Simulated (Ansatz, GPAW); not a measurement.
## A 8-layer slab of W(111): simulated STM images

Aim: Tersoff-Hamann images of a 8-layer slab of W(111) at several biases.

Main program and level: GPAW 26.7.0 and Ansatz 0.2.0; Ansatz plane waves; slab in vacuum with a dipole correction, relaxation, in the first sound run; inputs show where later runs differ.

This is a report of a sequence of runs, with most program output left out.

## Step 1: The structure

The cell holds 8 atoms: 8 W. Its edges and angles: a = 4.469 Å, b = 4.469 Å, c = 20.385 Å, α = 90.0°, β = 90.0°, γ = 60.0°. Vacuum lies along c.

## Step 2: Relaxing the atoms

The atoms are relaxed first, since the surface dipole, and with it the work function, follows the positions of the outer layers. The lowest 4 atoms are held at bulk positions and keep their forces.

Input file input.yaml:

```yaml
crystal:
  lattice:
    - [4.4689148571, 0.0, 0.0]
    - [2.2344574285, 3.8701937936, 0.0]
    - [0.0, 0.0, 20.3854939772]
  atoms:
    - { symbol: W, position: [0.6666666667, 0.6666666667, 0.3433814264] }
    - { symbol: W, position: [0.0, 0.0, 0.3881295903] }
    - { symbol: W, position: [0.3333333333, 0.3333333333, 0.4328777542] }
    - { symbol: W, position: [0.6666666667, 0.6666666667, 0.4776259181] }
    - { symbol: W, position: [0.0, 0.0, 0.5223740819] }
    - { symbol: W, position: [0.3333333333, 0.3333333333, 0.5671222458] }
    - { symbol: W, position: [0.6666666667, 0.6666666667, 0.6118704097] }
    - { symbol: W, position: [0.0, 0.0, 0.6566185736] }
kpoints:
  mp_grid: { grid: [8, 8, 1] }
hamiltonian:
  xc: pbe
scf:
  occupations: { method: fermi_dirac, width: 0.1 }
efield:
  axis: 3
  dipole_correction: true
  ramp_width: 0.05
relax:
  f_tol: 0.02
  max_steps: 60
  constraints: [{ sites: [0, 1, 2, 3] }]
output:
  write_potential: true
  write_density: true
  volumetric_format: npy
```

Launch:

```bash
$ ansatz run input.yaml --threads 2 --pin off --max-ram 4096MiB --backend cpu --events-out ev --progress --plain --runs-dir out
```

It took 2.2 min on 2 threads of Arm Neoverse N1, shared host; peak memory 0.63 GiB; 4.1 min of CPU time.

Relaxation path:

| step | energy less that of the first step (eV) | largest force component (eV/Å) |
| --- | --- | --- |
| 1 | 0.0000 | 2.0298 |
| 2 | -0.2409 | 1.0567 |
| 3 | -0.2909 | 0.3110 |
| 4 | -0.2847 | 0.3956 |
| 5 | -0.2953 | 0.0281 |
| 6 | -0.2953 | 0.0018 |

Relaxation step 4 was tried and not accepted.

The run keeps the 6 symmetry operations that it works with, so distortions that break them were not tested.

The atoms that moved most (Å):

| atom | dx | dy | dz | length |
| --- | --- | --- | --- | --- |
| W8 | 0.000 | 0.000 | -0.204 | 0.204 |
| W6 | 0.000 | 0.000 | 0.138 | 0.138 |
| W7 | 0.000 | 0.000 | -0.049 | 0.049 |

The relaxed structure:

```cif
data_structure
_symmetry_space_group_name_H-M 'P 1'
_symmetry_Int_Tables_number 1
_cell_length_a 4.4689
_cell_length_b 4.4689
_cell_length_c 20.3855
_cell_angle_alpha 90.000
_cell_angle_beta 90.000
_cell_angle_gamma 60.000
_cell_volume 352.58
loop_
_atom_site_label
_atom_site_type_symbol
_atom_site_fract_x
_atom_site_fract_y
_atom_site_fract_z
_atom_site_occupancy
W1 W 0.66667 0.66667 0.34338 1
W2 W 0.00000 0.00000 0.38813 1
W3 W 0.33333 0.33333 0.43288 1
W4 W 0.66667 0.66667 0.47763 1
W5 W 0.00000 0.00000 0.52214 1
W6 W 0.33333 0.33333 0.57391 1
W7 W 0.66667 0.66667 0.60948 1
W8 W 0.00000 0.00000 0.64662 1
```

Numbers from this step:

```
free energy             : -83070.4190 eV
smearing term TS        : 0.2308 eV
symmetry operations     : 6
upper work function     : 4.171 eV
lower work function     : 4.036 eV
dipole along the normal : -0.01293 e·Å
dipole field            : -0.006636 V/Å
vacuum level above      : 9.685 eV
vacuum level below      : 9.550 eV
```

Electrostatic potential energy of an electron (with the applied field's), less the Fermi level, planar mean against z:

| z (Å) | electrostatic potential energy of an electron (with the applied field's), less the Fermi level, planar mean (eV) |
| --- | --- |
| 0 | 4.10 |
| 1 | 4.04 |
| 2 | 4.03 |
| 3 | 4.03 |
| 4 | 4.00 |
| 5 | 3.73 |
| 6 | 1.20 |
| 7 | -9.22 |
| 8 | -12.0 |
| 9 | -12.5 |
| 10 | -12.7 |
| 11 | -11.3 |
| 12 | -14.9 |
| 13 | -13.0 |
| 14 | -0.393 |
| 15 | 3.74 |
| 16 | 4.13 |
| 17 | 4.17 |
| 18 | 4.17 |
| 19 | 4.17 |
| 20 | 4.16 |

Valence density, planar mean against z:

| z (Å) | valence density, planar mean (e/Å³) |
| --- | --- |
| 3.0 | 1.0e-4 |
| 3.5 | 3.0e-4 |
| 4.0 | 8.8e-4 |
| 4.5 | 0.00267 |
| 5.0 | 0.00818 |
| 5.5 | 0.0250 |
| 6.0 | 0.0885 |
| 6.5 | 0.412 |
| 7.0 | 0.746 |
| 7.5 | 0.876 |
| 8.0 | 0.867 |
| 8.5 | 0.901 |
| 9.0 | 0.876 |
| 9.5 | 0.890 |
| 10.0 | 0.888 |
| 10.5 | 0.855 |
| 11.0 | 0.798 |
| 11.5 | 0.853 |
| 12.0 | 1.07 |
| 12.5 | 1.02 |
| 13.0 | 0.949 |
| 13.5 | 0.603 |
| 14.0 | 0.166 |
| 14.5 | 0.0415 |
| 15.0 | 0.0127 |
| 15.5 | 0.00403 |
| 16.0 | 0.00124 |
| 16.5 | 4.0e-4 |
| 17.0 | 1.2e-4 |
| 17.5 | 3.9e-5 |

The relaxation lowered the energy of the cell by 0.295 eV.

## Step 3: The slab's potential

With the geometry fixed, the planar mean of the potential gives the vacuum level on each side.

This step: GPAW, PAW setups; slab in vacuum (GPAW 26.7.0).

Input file run.py:

```python
import json
import numpy as np
from ase import Atoms
from ase.dft.stm import STM
from gpaw import GPAW, PW

slab = Atoms(
    ['W', 'W', 'W', 'W', 'W', 'W', 'W', 'W'],
    positions=[
        [4.46891, 2.58013, 7.00000],
        [0.00000, 0.00000, 7.91221],
        [2.23446, 1.29006, 8.82443],
        [4.46891, 2.58013, 9.73664],
        [-0.00000, -0.00000, 10.64418],
        [2.23446, 1.29006, 11.69938],
        [4.46891, 2.58013, 12.42464],
        [-0.00000, -0.00000, 13.18171]],
    cell=[[4.46891, 0.0, 0.0], [2.23446, 3.87019, 0.0], [0.0, 0.0, 20.38549]],
    pbc=[True, True, False])

slab.calc = GPAW(mode=PW(400), xc='PBE', kpts={'size': (8, 8, 1), 'gamma': True},
                 occupations={'name': 'fermi-dirac', 'width': 0.1}, nbands='140%',
                 convergence={'density': 1e-05}, maxiter=200,
                 poissonsolver={'dipolelayer': 'xy'},
                 symmetry={'tolerance': 1e-3}, txt='slab.txt')
result = {}
energy = slab.get_potential_energy()
fermi = slab.calc.get_fermi_level()
v = slab.calc.get_electrostatic_potential().mean((0, 1)) - fermi
n = slab.calc.get_pseudo_density().mean((0, 1))
L = slab.cell[2, 2]
z = np.arange(len(v)) * L / len(v)
low, high = slab.positions[:, 2].min(), slab.positions[:, 2].max()
below, above = np.interp([low - 4.8, high + 4.8], z, v)
slopes = [np.interp(x, z, np.gradient(v, z)) for x in (low - 4.8, high + 4.8)]
eps = np.array([[slab.calc.get_eigenvalues(k, s) for k in range(len(slab.calc.get_ibz_k_points()))]
                for s in range(slab.calc.get_number_of_spins())]) - fermi
top, bottom = eps[eps < 0].max(), eps[eps > 0].min()
dipole = slab.get_dipole_moment()[2]
print(f'energy {energy:.4f} eV, Fermi level {fermi:.4f} eV, dipole {dipole:.5f} e A')
print(f'potential 4.8 A off the faces, from the Fermi level: lower {below:.4f} eV, upper {above:.4f} eV')
print(f'slope of the potential there: lower {slopes[0]:.5f}, upper {slopes[1]:.5f} eV/A')
print(f'nearest levels on the mesh: {top:.4f} and {bottom:.4f} eV')
print('magnetic moment', round(slab.get_magnetic_moment(), 3))
result.update(energy=energy, fermi=fermi, dipole=dipole, below=below, above=above, slopes=slopes, edges=[top, bottom],
              z=z.tolist(), v=v.tolist(), n=n.tolist(), positions=slab.positions.tolist(),
              forces=slab.get_forces(apply_constraint=False).tolist(), moments=slab.get_magnetic_moments().tolist())

# Images need the states of the whole zone, up to time reversal
slab.calc = slab.calc.fixed_density(symmetry={'point_group': False}, txt='states.txt',
                                    convergence={'bands': 'CBM+1.3'})
stm = STM(slab)
result['stm'] = []
for bias in [-1.0, 1.0]:
    height = high + 4.0
    current = stm.get_averaged_current(bias, height)
    x, y, h = stm.scan(bias, current)
    # [... one line left out ...]
    print(f'bias {bias} V: mean current at 4.0 A {current:.4e}, corrugation {np.ptp(h):.4f} A')
    result['stm'].append(dict(bias=bias, current=current, h=(h - high).tolist(), I=I.tolist()))
json.dump(result, open('result.json', 'w'))
```

Launch:

```bash
$ OMP_NUM_THREADS=1 OPENBLAS_NUM_THREADS=2 python run.py
```

It took 22 min on 2 threads; peak memory 0.71 GiB.

Numbers from this step:

| Quantity | Value |
| --- | --- |
| dipole along the normal | -0.01260 e·Å |
| levels nearest the Fermi level on the mesh | -0.008177, 0.009874 eV from the Fermi level |
| upper work function | 4.172 eV |
| lower work function | 4.038 eV |
| corrugation -1 | 0.1507 Å |
| corrugation 1 | 0.4585 Å |

Electrostatic potential energy of an electron (without an applied field's), less the Fermi level, planar mean against z:

| z (Å) | electrostatic potential energy of an electron (without an applied field's), less the Fermi level, planar mean (eV) |
| --- | --- |
| 0 | 4.11 |
| 1 | 4.04 |
| 2 | 4.04 |
| 3 | 4.03 |
| 4 | 4.01 |
| 5 | 3.74 |
| 6 | 1.24 |
| 7 | -12.1 |
| 8 | -14.7 |
| 9 | -14.8 |
| 10 | -14.5 |
| 11 | -12.4 |
| 12 | -17.3 |
| 13 | -15.5 |
| 14 | -0.243 |
| 15 | 3.74 |
| 16 | 4.13 |
| 17 | 4.17 |
| 18 | 4.17 |
| 19 | 4.17 |
| 20 | 4.17 |

The pseudo valence density, planar mean oscillates, so the rows of the table below give means over windows of 1 Å about each position, cut where the curve ends. Its maxima inside the range that stand out by 2 % of the span (Å: e/Å³): 7.0: 0.892, 7.9: 0.985, 8.9: 0.971, 9.8: 0.997, 10.6: 0.974, 11.7: 1.03, 12.3: 1.10. Its minima: 7.4: 0.734, 8.3: 0.795, 9.3: 0.784, 10.2: 0.765, 11.3: 0.679, 12.1: 1.01.

The pseudo valence density, planar mean by z; means over each step:

z (Å), pseudo valence density, planar mean (e/Å³) and a bar:
```
        2       0.00 
        3       0.00 
        4       0.00 
        5       0.01 
        6       0.12 ####
        7       0.72 #####################
        8       0.87 #########################
        9       0.88 ##########################
       10       0.88 ##########################
       11       0.81 ########################
       12       1.03 ##############################
       13       0.91 ##########################
       14       0.21 ######
       15       0.02 
       16       0.00 
       17       0.00 
       18       0.00
```

Tip height over the top atom over a1 and a2. Sample bias -1 V, constant current at the mean current 4.0 Å over the top atom.

Values in Å, 12 rows by 16 columns, each cell a mean:
```
4.06 4.06 4.05 4.04 4.03 4.01 4.00 4.00 4.00 4.00 4.00 4.00 4.01 4.03 4.04 4.05
4.04 4.05 4.04 4.04 4.03 4.02 4.01 4.01 4.01 4.01 4.01 4.01 4.01 4.02 4.03 4.04
4.02 4.02 4.02 4.02 4.02 4.01 4.01 4.01 4.02 4.02 4.02 4.02 4.02 4.02 4.02 4.02
4.00 4.00 4.00 4.00 4.00 4.00 4.00 4.01 4.01 4.02 4.02 4.02 4.02 4.01 4.01 4.00
3.98 3.98 3.97 3.97 3.97 3.97 3.98 3.99 4.01 4.02 4.02 4.02 4.02 4.02 4.01 4.00
3.98 3.97 3.95 3.94 3.94 3.95 3.96 3.97 3.99 4.00 4.01 4.02 4.02 4.01 4.01 4.00
3.98 3.97 3.95 3.93 3.92 3.92 3.93 3.95 3.97 3.98 4.00 4.01 4.01 4.01 4.01 4.00
3.99 3.97 3.95 3.93 3.92 3.91 3.92 3.93 3.95 3.97 3.99 4.00 4.01 4.02 4.01 4.00
4.01 3.99 3.97 3.95 3.93 3.92 3.92 3.92 3.94 3.96 3.98 4.00 4.01 4.03 4.03 4.02
4.03 4.02 4.00 3.98 3.96 3.94 3.93 3.93 3.94 3.96 3.98 4.00 4.02 4.04 4.04 4.04
4.05 4.04 4.02 4.00 3.98 3.97 3.96 3.96 3.96 3.97 3.98 4.00 4.02 4.04 4.05 4.06
4.06 4.06 4.04 4.03 4.01 3.99 3.98 3.98 3.98 3.98 3.99 4.00 4.02 4.04 4.05 4.06
```
Columns: a1 from 0 to 0.952; rows upwards: a2 from 0 to 0.952.

Tip height over the top atom over a1 and a2. Sample bias 1 V, constant current at the mean current 4.0 Å over the top atom.

Ten even steps from '_' (3.71 Å) to '@' (4.17 Å):
```
@@@@@@@@@@%%##****++++++++++****##%%@@@@@@
@@@@@@@@@@%%%%##******++++******##%%%%@@@@
@@@@@@@@@@%%%%####**************####%%%%@@
%%%%%%%%%%%%%%####****************####%%%%
##%%%%%%%%########******************######
##############****************************
******************************************
++++++++++++++++++++********************++
++================++++++**************++++
====----::::::----====++++************++++
====--::........::--====++**************++
++==--::....__....::--==++++************++
++==--::..________..::--==++****######****
**++==--....______....--==++****########**
##**++==::..________..::==++**####%%%%%%##
####**++==::....__....::==++**####%%%%%%%%
%%%%##**++==::........::==++**##%%%%@@@@@@
@@%%%%##**++==--::::::--==++**##%%%%@@@@@@
@@@@%%%%##**++==--------==++**##%%%%@@@@@@
@@@@@@%%%%##**++==========++**##%%%%@@@@@@
@@@@@@@@%%####**++++====++++**####%%@@@@@@
```
Columns: a1 from 0 to 0.952; rows upwards: a2 from 0 to 0.952.

Force by atom:

| atom | x (eV/Å) | y (eV/Å) | z (eV/Å) | size |
| --- | --- | --- | --- | --- |
| W1 | 0.00 | 0.00 | 1.93 | 1.93 |
| W2 | 0.00 | 0.00 | -0.23 | 0.23 |
| W3 | 0.00 | 0.00 | -1.05 | 1.05 |
| W4 | 0.00 | 0.00 | -0.61 | 0.61 |
| W5 | 0.00 | 0.00 | -0.02 | 0.02 |
| W6 | 0.00 | 0.00 | -0.01 | 0.01 |
| W7 | 0.00 | 0.00 | -0.02 | 0.02 |
| W8 | 0.00 | 0.00 | 0.01 | 0.01 |

The potential is flat to 0.001 eV/Å where it is read, so the vacuum is wide enough. The geometry is the other program's minimum; here the largest force on a free atom is 0.025 eV/Å.

[end of part 1 of 2]

[Logs are printed without paths, hosts, clocks, repeated set-up lines and the standing remarks that a program may print on its own settings, such as how far it seeks lower states.]

[Hosts, paths, dates, database ids (printed as entryN), source tags and the programs' standing remarks are cut or masked in the printed files.]
